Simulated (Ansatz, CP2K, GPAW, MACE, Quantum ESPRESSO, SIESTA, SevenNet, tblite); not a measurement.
**Quantum ESPRESSO runs on twisted graphene bilayer, 46.83° (76 atoms)**

Aim: run twisted graphene bilayer, 46.83° (76 atoms) in Quantum ESPRESSO and see how near its forces come to a plane-wave reference, and at what cost.

Main program and level: Quantum ESPRESSO 7.5; the method is named at each step.

## 1. The starting structure

The cell holds 76 atoms: 76 C. Cell: a = 10.723 Å, b = 10.723 Å, c = 15.530 Å, α = 90.0°, β = 90.0°, γ = 120.0°. It derives from C (graphene). Graphene (a = 2.46 Å) under graphene (a = 2.46 Å), bilayer, commensurate cell of 19 unit cells a layer, twist 46.83 deg; facing planes 3.53 Å apart as built; 12 Å of vacuum; minimised with a classical potential. Then every atom was moved at random, 0.05 Å r.m.s. a Cartesian component. Regions: layer 1, 38 atoms (38 C); layer 2, 38 atoms (38 C). Vacuum lies along c.

The yardstick, on the same geometry:

```
method                 : Kohn-Sham DFT, PBE, PAW, plane waves (Ansatz 0.2.0); cutoff 420 eV, Γ point, fermi-dirac smearing of 0.05 eV; PAW set soft_2
r.m.s. force component : 2.977 eV/Å
longest force          : 12.8 eV/Å
SCF cycles             : 9
time                   : 6.7 s on 8 threads of Arm Neoverse V2, shared host
CPU time               : 45 s
```

## 2. PBE, sssp-1.3.0-efficiency, 45/360 Ry

Method: Kohn-Sham DFT, PBE, SSSP efficiency 1.3.0 pseudopotentials, plane waves.

Input file pw.in:

```
&control
  calculation = 'scf'
  pseudo_dir = './pseudo'
  outdir = './tmp'
  disk_io = 'none'
  tprnfor = .true.
/
&system
  ibrav = 0
  nat = 76
  ntyp = 1
  ecutwfc = 45
  ecutrho = 360
  nosym = .true.
  occupations = 'smearing'
  smearing = 'fd'
  degauss = 0.003675
/
&electrons
  conv_thr = 3.8e-07
  electron_maxstep = 100
  mixing_beta = 0.2
  mixing_mode = 'local-TF'
  diagonalization = 'david'
/
ATOMIC_SPECIES
C 12.011 C.upf
CELL_PARAMETERS angstrom
10.72290 0.00000 0.00000
-5.36145 9.28630 0.00000
0.00000 0.00000 15.53000
ATOMIC_POSITIONS crystal
C 0.17339 0.76857 0.38610
C 0.19758 0.65484 0.39017
C 0.27697 0.03810 0.39085
C 0.30194 0.92077 0.39356
C 0.11757 0.13445 0.39171
C 0.13551 0.00944 0.38847
C 0.22345 0.40253 0.39453
C 0.24994 0.28070 0.39331
C 0.33490 0.67340 0.39073
C 0.34965 0.54205 0.39304
C 0.43229 0.92271 0.38907
C 0.45152 0.81758 0.39009
C 0.39253 0.29861 0.39193
C 0.40412 0.17639 0.39271
C 0.49566 0.56873 0.38862
C 0.51093 0.45280 0.38494
C 0.59524 0.82940 0.39071
C 0.61303 0.69644 0.39058
C 0.70738 0.08653 0.38737
C 0.71687 0.96370 0.39224
C 0.53845 0.19337 0.38704
C 0.56491 0.08178 0.38495
C 0.65007 0.45346 0.38964
C 0.66472 0.32439 0.38901
C 0.76376 0.72705 0.39021
C 0.76921 0.58765 0.38832
C 0.84787 0.97525 0.38982
C 0.88059 0.86466 0.39495
C 0.80732 0.35263 0.38538
C 0.82975 0.23253 0.39383
C 0.91176 0.62198 0.39084
C 0.92342 0.48605 0.39380
C 0.01722 0.87553 0.39176
C 0.03044 0.75011 0.39170
C 0.96161 0.24404 0.39156
C 0.97491 0.11581 0.39379
C 0.07552 0.50685 0.39202
C 0.08977 0.38447 0.38801
C 0.74959 0.03721 0.60628
C 0.76456 0.17352 0.61297
C 0.80179 0.45315 0.61094
C 0.83001 0.60129 0.61305
C 0.65215 0.19269 0.61174
C 0.66465 0.32311 0.61053
C 0.48886 0.93068 0.60450
C 0.50773 0.06678 0.61118
C 0.69599 0.61637 0.60949
C 0.72319 0.75117 0.61016
C 0.55128 0.34857 0.61082
C 0.56221 0.49450 0.60859
C 0.38312 0.08277 0.61294
C 0.40540 0.22643 0.61124
C 0.59314 0.77465 0.61249
C 0.61439 0.92291 0.61277
C 0.44045 0.50953 0.61060
C 0.45599 0.65197 0.60752
[... 16 atom lines left out ...]
C 0.91000 0.28963 0.60950
C 0.93335 0.43331 0.61106
C 0.96007 0.71749 0.60870
C 0.98437 0.85737 0.60804
K_POINTS gamma
```

The run is started by

```
$ OMP_NUM_THREADS=1 mpirun -np 4 pw.x -in pw.in > output.txt
```

The program printed:

```text
Program PWSCF
     gamma-point specific algorithms are used
     one sub-group per band group will be used
     scalapack distributed-memory algorithm (size of sub-group:  2*  2 procs)
     Parallelization info
     sticks:   dense  smooth     PW     G-vecs:    dense   smooth      PW
     Min        2544    1274    319               300888   106415   13301
     Max        2545    1276    326               300897   106422   13304
     Sum       10177    5101   1285              1203561   425669   53211
     bravais-lattice index     =            0
     lattice parameter (alat)  =      20.2633  a.u.
     unit-cell volume          =   10435.7345 (a.u.)^3
     number of atoms/cell      =           76
     number of atomic types    =            1
     number of electrons       =       304.00
     number of Kohn-Sham states=          182
     kinetic-energy cutoff     =      45.0000  Ry
     charge density cutoff     =     360.0000  Ry
     scf convergence threshold =      3.8E-07
     mixing beta               =       0.2000
     number of iterations used =            8  local-TF  mixing
     Exchange-correlation= SLA  PW   PBX  PBC
                           (   1   4   3   4   0   0   0)
     crystal axes: (cart. coord. in units of alat)
               a(1) = (   1.000000   0.000000   0.000000 )
               a(2) = (  -0.500000   0.866025   0.000000 )
               a(3) = (   0.000000   0.000000   1.448302 )
     reciprocal axes: (cart. coord. in units 2 pi/alat)
               b(1) = (  1.000000  0.577351 -0.000000 )
               b(2) = (  0.000000  1.154701  0.000000 )
               b(3) = (  0.000000 -0.000000  0.690464 )
     PseudoPot. # 1 for C :
     Pseudo is Projector augmented-wave + core cor, Zval =  4.0
     atomic species   valence    mass     pseudopotential
     C                 4.00    12.01100     C ( 1.00)
     No symmetry found
   Cartesian axes
     number of k points=     1  Fermi-Dirac smearing, width (Ry)=  0.0037
                       cart. coord. in units 2pi/alat
        k(    1) = (   0.0000000   0.0000000   0.0000000), wk =   2.0000000
     Dense  grid:   601781 G-vectors     FFT dimensions: ( 125, 125, 180)
     Smooth grid:   212835 G-vectors     FFT dimensions: (  90,  90, 125)
     Check: negative core charge=   -0.000007
     Initial potential from superposition of free atoms
     starting charge     303.9968, renormalised to     304.0000
     negative rho (up, down):  1.395E-03 0.000E+00
     Starting wfcs are  304 randomized atomic wfcs
     Self-consistent Calculation
     iteration #  1     ecut=    45.00 Ry     beta= 0.20
     negative rho (up, down):  5.545E-06 0.000E+00
     total energy              =   -1403.63450514 Ry
     estimated scf accuracy    <       7.52804328 Ry
     iteration #  2     ecut=    45.00 Ry     beta= 0.20
     negative rho (up, down):  3.510E-08 0.000E+00
     total energy              =   -1400.03272952 Ry
     estimated scf accuracy    <       5.95522031 Ry
     iteration #  3     ecut=    45.00 Ry     beta= 0.20
     total energy              =   -1401.10163247 Ry
     estimated scf accuracy    <       0.66590282 Ry
     iteration #  4     ecut=    45.00 Ry     beta= 0.20
     total energy              =   -1401.07771762 Ry
     estimated scf accuracy    <       0.44310205 Ry
     iteration #  5     ecut=    45.00 Ry     beta= 0.20
     total energy              =   -1401.09215367 Ry
     estimated scf accuracy    <       0.19105793 Ry
     iteration #  6     ecut=    45.00 Ry     beta= 0.20
     total energy              =   -1401.02402242 Ry
     estimated scf accuracy    <       0.14196308 Ry
[...]
negative rho (up, down):  2.311E-08 0.000E+00
[...]
negative rho (up, down):  3.495E-02 0.000E+00
[...]
negative rho (up, down):  8.073E-02 0.000E+00
[...]
total energy              =   -1401.02733275 Ry
[...]
iteration # 18     ecut=    45.00 Ry     beta= 0.20
[...]
total energy              =   -1401.02733297 Ry
     estimated scf accuracy    <       0.00000178 Ry
     iteration # 19     ecut=    45.00 Ry     beta= 0.20
     negative rho (up, down):  3.487E-03 0.000E+00
     total energy              =   -1401.02733264 Ry
     estimated scf accuracy    <       0.00000206 Ry
     iteration # 20     ecut=    45.00 Ry     beta= 0.20
     negative rho (up, down):  3.495E-03 0.000E+00
     End of self-consistent calculation
          k = 0.0000 0.0000 0.0000 ( 26606 PWs)   bands (ev):
   -19.0904 -18.9629 -18.1367 -18.0224 -17.9773 -17.8952 -17.8699 -17.7969
   -17.7329 -17.7078 -17.6721 -17.5941 -17.5531 -17.5320 -15.8635 -15.7500
   -15.6346 -15.5187 -15.4732 -15.3735 -15.2900 -15.2610 -15.2180 -15.2032
   -15.1131 -14.8438 -14.5454 -14.5343 -14.3116 -14.2927 -14.2322 -14.1864
   -14.1085 -14.0560 -13.9341 -13.8745 -13.8687 -13.7295 -11.3421 -11.2791
   -11.2436 -11.0904 -11.0055 -10.9914 -10.9296 -10.9144 -10.8793 -10.8225
[...]
2.3494   2.3806   2.5284   2.5548   2.6407   2.7235   2.7326   2.8199
     2.8678   3.0303   3.0805   3.1704   3.5345   3.6314   3.6323   3.7632
     3.7941   3.8402   3.9148   4.0289   4.1240   4.1854   4.3743   4.4070
     4.4914   4.5617   5.2855   5.5107   5.5254   5.5356
     the Fermi energy is     0.4299 ev
!    total energy              =   -1401.02733306 Ry
     total all-electron energy =     -5791.098768 Ry
     estimated scf accuracy    <       0.00000023 Ry
     smearing contrib. (-TS)   =      -0.00000000 Ry
     internal energy E=F+TS    =   -1401.02733306 Ry
     The total energy is F=E-TS. E is the sum of the following terms:
     one-electron contribution =   -6077.68761362 Ry
     hartree contribution      =    3126.71778533 Ry
     xc contribution           =    -353.07696362 Ry
     ewald contribution        =    2371.78026841 Ry
     one-center paw contrib.   =    -468.76080956 Ry
     convergence has been achieved in  20 iterations
     negative rho (up, down):  3.495E-03 0.000E+00
     Forces acting on atoms (cartesian axes, Ry/au):
     atom    1 type  1   force =    -0.04926396    0.14343265    0.05238046
     atom    2 type  1   force =    -0.02696177   -0.12939049   -0.00591284
     atom    3 type  1   force =     0.10014793   -0.01976253    0.00692856
     atom    4 type  1   force =    -0.08260216   -0.16398133   -0.05155171
     atom    5 type  1   force =     0.02394553    0.04440170   -0.00189328
     atom    6 type  1   force =    -0.02601391    0.13928088    0.01722432
[...]
atom   74 type  1   force =    -0.14469132    0.07515303   -0.00503501
     atom   75 type  1   force =     0.19403434    0.06185939    0.00573505
     atom   76 type  1   force =    -0.06318966    0.10637991    0.04106025
     Total force =     1.751548     Total SCF correction =     0.000772
     Message from routine punch:
     Nothing written, as per user request (disk_io='none')
```

Elapsed: 98 s, on 4 MPI ranks of Arm Neoverse V2, shared host; peak memory 3.3 GiB; 6.5 min of CPU time.

Banners, paths, timers and routine set-up lines are dropped from the logs unmarked, and long logs keep their key lines alone; longer cuts are marked.

Numbers from this run, and their distance from the reference:

* r.m.s. force component: 2.982 eV/Å
* r.m.s. difference of force components: 7.014 meV/Å
* longest difference of force vectors: 42.33 meV/Å
* force difference over r.m.s. force: 0.2356 %
* slope of forces against the reference's: 1.002
* correlation of force components: 1

Local excerpt of 10 atoms (numbers count through the whole input) about C41, picked at random; x, y, z are measured from there.

| atom | x | y | z | distance (Å) | bonds | Fx | Fy | Fz (eV/Å) |
| --- | --- | --- | --- | --- | --- | --- | --- | --- |
| C41 | 0.00 | 0.00 | 0.00 | 0.00 | 3 | 3.88 | 0.40 | 0.24 |
| C44 | -0.77 | -1.21 | -0.01 | 1.43 | 3 | -0.32 | 5.56 | 0.26 |
| C42 | -0.49 | 1.38 | 0.03 | 1.46 | 3 | -4.32 | -4.73 | -0.65 |
| C74 | 1.52 | -0.18 | 0.00 | 1.53 | 3 | -3.72 | 1.93 | -0.13 |
| C49 | -2.13 | -0.97 | 0.00 | 2.34 | 3 | -5.10 | -0.14 | -0.13 |
| C43 | -0.21 | -2.42 | 0.01 | 2.43 | 3 | -3.73 | -3.54 | 0.17 |
| C75 | 0.28 | 2.45 | -0.03 | 2.47 | 3 | 4.99 | 1.59 | 0.15 |
| C71 | 2.25 | 1.08 | -0.01 | 2.49 | 3 | 6.06 | -7.26 | 0.06 |
| C47 | -2.01 | 1.52 | -0.02 | 2.52 | 3 | 5.29 | -1.91 | 0.35 |
| C73 | 2.04 | -1.52 | -0.02 | 2.54 | 3 | -2.38 | 3.10 | 0.73 |

Forces lie 0.24 % from the reference's, at 8.8 times its CPU time (on 4 against 8 cores).

## 3. PBE, dojo-0.4.1-standard, 80/320 Ry

Method: Kohn-Sham DFT, PBE, PseudoDojo 0.4.1 standard norm-conserving pseudopotentials, plane waves.

The pseudopotential files are exchanged too: ./pseudo now holds the set dojo-sr-pbe-0.4.1-standard.

pw.in, as its differences from that of step 2:

```diff
@@ -11,4 +11,4 @@
   ntyp = 1
-  ecutwfc = 45
-  ecutrho = 360
+  ecutwfc = 80
+  ecutrho = 320
   nosym = .true.
```

The program printed:

```text
[banner, memory and clock lines left out]
Program PWSCF
     gamma-point specific algorithms are used
     one sub-group per band group will be used
[... lines left out ...]
     number of k points=     1  Fermi-Dirac smearing, width (Ry)=  0.0037
[... lines left out ...]
     total energy              =    -917.30021913 Ry
[... lines left out ...]
     total energy              =    -913.88870773 Ry
[... lines left out ...]
     total energy              =    -915.00930842 Ry
[... lines left out ...]
     total energy              =    -914.95865414 Ry
[... lines left out ...]
     total energy              =    -914.95865698 Ry
[... lines left out ...]
     the Fermi energy is     0.5246 ev
!    total energy              =    -914.95865719 Ry
[... lines left out ...]
     internal energy E=F+TS    =    -914.95865719 Ry
     The total energy is F=E-TS. E is the sum of the following terms:
     one-electron contribution =   -6086.34265970 Ry
     hartree contribution      =    3126.28933490 Ry
     xc contribution           =    -326.68560080 Ry
     ewald contribution        =    2371.78026841 Ry
     convergence has been achieved in  22 iterations
     Forces acting on atoms (cartesian axes, Ry/au):
     atom    1 type  1   force =    -0.04944363    0.14343300    0.05271247
     atom    2 type  1   force =    -0.02700172   -0.12948149   -0.00604637
     atom    3 type  1   force =     0.10021862   -0.01975341    0.00692981
[...]
atom   75 type  1   force =     0.19438168    0.06194694    0.00579836
     atom   76 type  1   force =    -0.06323732    0.10646673    0.04115295
     Total force =     1.751886     Total SCF correction =     0.000639
     Message from routine punch:
     Nothing written, as per user request (disk_io='none')
```

Run time: 3 min. Hardware: 4 MPI ranks; peak memory 2.1 GiB.

Numbers from this run, and their distance from the reference:

```
r.m.s. force component                  : 2.983 eV/Å
r.m.s. difference of force components   : 8.005 meV/Å
longest difference of force vectors     : 26.84 meV/Å
force difference over r.m.s. force      : 0.2689 %
slope of forces against the reference's : 1.002
correlation of force components         : 1
```

Against the first run (0.24 %), the force difference from the reference is 0.27 %, at 1.8 times the CPU time.

## 4. PBE, sssp-1.3.0-efficiency, 30/240 Ry

Method: Kohn-Sham DFT, PBE, SSSP efficiency 1.3.0 pseudopotentials, plane waves.

The pseudopotential files are exchanged too: ./pseudo now holds the set sssp-pbe-1.3.0-efficiency.

pw.in, as its differences from that of step 3:

```diff
@@ -11,4 +11,4 @@
   ntyp = 1
-  ecutwfc = 80
-  ecutrho = 320
+  ecutwfc = 30
+  ecutrho = 240
   nosym = .true.
```

The run is started by

```
$ OMP_NUM_THREADS=1 mpirun -np 2 pw.x -in pw.in > output.txt
```

The program printed:

```text
[banner, memory and clock lines left out]
Program PWSCF
     gamma-point specific algorithms are used
     bravais-lattice index     =            0
     lattice parameter (alat)  =      20.2633  a.u.
     unit-cell volume          =   10435.7345 (a.u.)^3
     number of atoms/cell      =           76
     number of atomic types    =            1
     number of electrons       =       304.00
     number of Kohn-Sham states=          182
     kinetic-energy cutoff     =      30.0000  Ry
[... lines left out ...]
     scf convergence threshold =      3.8E-07
[... lines left out ...]
     number of k points=     1  Fermi-Dirac smearing, width (Ry)=  0.0037
[... lines left out ...]
     total energy              =   -1403.03747346 Ry
[... lines left out ...]
     total energy              =   -1399.50607759 Ry
[... lines left out ...]
     total energy              =   -1400.63186997 Ry
[... lines left out ...]
     total energy              =   -1400.44885060 Ry
[... lines left out ...]
     total energy              =   -1400.44885255 Ry
[... lines left out ...]
     iteration # 19     ecut=    30.00 Ry     beta= 0.20
     negative rho (up, down):  9.909E-03 0.000E+00
     End of self-consistent calculation
          k = 0.0000 0.0000 0.0000 ( 14483 PWs)   bands (ev):
   -19.1166 -18.9894 -18.1621 -18.0475 -18.0026 -17.9205 -17.8952 -17.8220
   -17.7579 -17.7328 -17.6970 -17.6189 -17.5780 -17.5565 -15.8867 -15.7732
   -15.6578 -15.5418 -15.4958 -15.3961 -15.3124 -15.2835 -15.2400 -15.2254
[...]
2.8848   3.0466   3.0982   3.1866   3.5537   3.6454   3.6516   3.7025
     3.7862   3.8139   3.9311   4.0430   4.1397   4.2000   4.3453   4.4164
     4.4327   4.5747   5.1162   5.3749   5.3862   5.3951
     the Fermi energy is     1.1116 ev
!    total energy              =   -1400.44885628 Ry
     total all-electron energy =     -5790.520291 Ry
     estimated scf accuracy    <       0.00000018 Ry
     smearing contrib. (-TS)   =      -0.00000000 Ry
     internal energy E=F+TS    =   -1400.44885628 Ry
     The total energy is F=E-TS. E is the sum of the following terms:
     one-electron contribution =   -6076.47176345 Ry
     hartree contribution      =    3126.03078284 Ry
     xc contribution           =    -352.96775277 Ry
     ewald contribution        =    2371.78026587 Ry
     one-center paw contrib.   =    -468.82038876 Ry
     convergence has been achieved in  19 iterations
     negative rho (up, down):  9.909E-03 0.000E+00
     Forces acting on atoms (cartesian axes, Ry/au):
     atom    1 type  1   force =    -0.05090591    0.14390634    0.05234778
     atom    2 type  1   force =    -0.02664127   -0.13040863   -0.00600336
     atom    3 type  1   force =     0.10097571   -0.01883895    0.00679007
[...]
atom   75 type  1   force =     0.19582973    0.06411930    0.00572286
     atom   76 type  1   force =    -0.06399479    0.10734478    0.04106242
     Total force =     1.765258     Total SCF correction =     0.000714
     Message from routine punch:
     Nothing written, as per user request (disk_io='none')
```

The job ended after 1.8 min (2 MPI ranks; peak memory 1.7 GiB).

Numbers from this run, and their distance from the reference:

| Item | Value |
| --- | --- |
| r.m.s. force component | 3.006 eV/Å |
| r.m.s. difference of force components | 41.99 meV/Å |
| longest difference of force vectors | 277.4 meV/Å |
| force difference over r.m.s. force | 1.41 % |
| slope of forces against the reference's | 1.01 |
| correlation of force components | 1 |
| energy less the same-level run's | 103.6 meV/atom |
| r.m.s. force difference from the same-level run | 36.98 meV/Å |

This is a coarse setting, run to see what it loses.

Against the first run (0.24 %), the force difference from the reference is 1.4 %, at 0.54 times the CPU time (on 2 against 4 cores): the cutoff matters here.

## 5. All runs compared

Differences are against the plane-wave reference, forces as r.m.s. over components; share is that over the reference's r.m.s. force, slope the least-squares factor from reference forces to these. Total energies of different programs have different zeros and aren't compared.

| run | Δ force, r.m.s. (meV/Å) | share (%) | slope | cores | CPU time | memory (GiB) |
| --- | --- | --- | --- | --- | --- | --- |
| reference | - | - | - | 8 | 45 s | 1.4 |
| QE PBE, sssp-1.3.0-efficiency, 45/360 Ry | 7.01 | 0.236 | 1.002 | 4 | 6.5 min | 3.3 |
| QE PBE, dojo-0.4.1-standard, 80/320 Ry | 8.01 | 0.269 | 1.002 | 4 | 12 min | 2.1 |
| QE PBE, sssp-1.3.0-efficiency, 30/240 Ry (coarse) | 42.0 | 1.41 | 1.010 | 2 | 3.5 min | 1.7 |

Rows marked coarse were listed beforehand as settings not expected to be converged; some can still land near the reference.

CPU time is summed over cores on a shared host, where runs went side by side, so it is rough. Symmetry, cutoffs, thresholds, outputs and thread counts weren't matched or tuned between programs; memory under MPI is the largest rank's times the ranks.

Within one program, basis, potentials and functional, energies share a zero. Each run against its twin at the usual cutoff or grid and solver:

| run | twin | Δ energy (meV/atom) | Δ force, r.m.s. (meV/Å) | CPU time over the twin's |
| --- | --- | --- | --- | --- |
| QE PBE, sssp-1.3.0-efficiency, 30/240 Ry | sssp-1.3.0-efficiency, 45/360 Ry | 104 | 37.0 | 0.54 (this twin ran on 4 cores) |

## 6. Results

* nearest in forces: QE PBE, sssp-1.3.0-efficiency, 45/360 Ry, 0.24 %
* its CPU time: 6.5 min

What this shows: PBE on plane waves or a grid with other potentials, cutoffs or grids, coarse settings apart, differs from the reference by 0.24 % (QE PBE, sssp-1.3.0-efficiency, 45/360 Ry) to 0.27 % (QE PBE, dojo-0.4.1-standard, 80/320 Ry) of the r.m.s. force; this holds the reference's own error, so differences of a few per cent don't tell which side is nearer the exact PBE result (QE's 45 Ry are 612 eV, against the reference's 420 eV). Runs with settings chosen to be coarse differ by 1.4 % (QE PBE, sssp-1.3.0-efficiency, 30/240 Ry), their programs' other errors included. None of the electronic-structure runs in the table takes under half the reference's CPU time of 45 s; they take 4.8 to 16 times as much. The reference's PBE has no dispersion term, which matters for the binding between molecules or layers. One k-point is far too coarse for the carbon or group-IV sheet, and it can put spurious forces of up to about 1 eV/Å on the sheet's atoms. The electronic-structure runs sample only Γ, in a cell whose shortest periodic width is 9 Å.

[Also dropped from logs without a mark: logging warnings of Python, and SIESTA's first energy breakdown and zero terms.]

[Logs are printed without paths, hosts, clocks, repeated set-up lines and the standing remarks that a program may print on its own settings, such as how far it seeks lower states.]

[Hosts, paths, dates, database ids (printed as entryN), source tags and the programs' standing remarks are cut or masked in the printed files.]
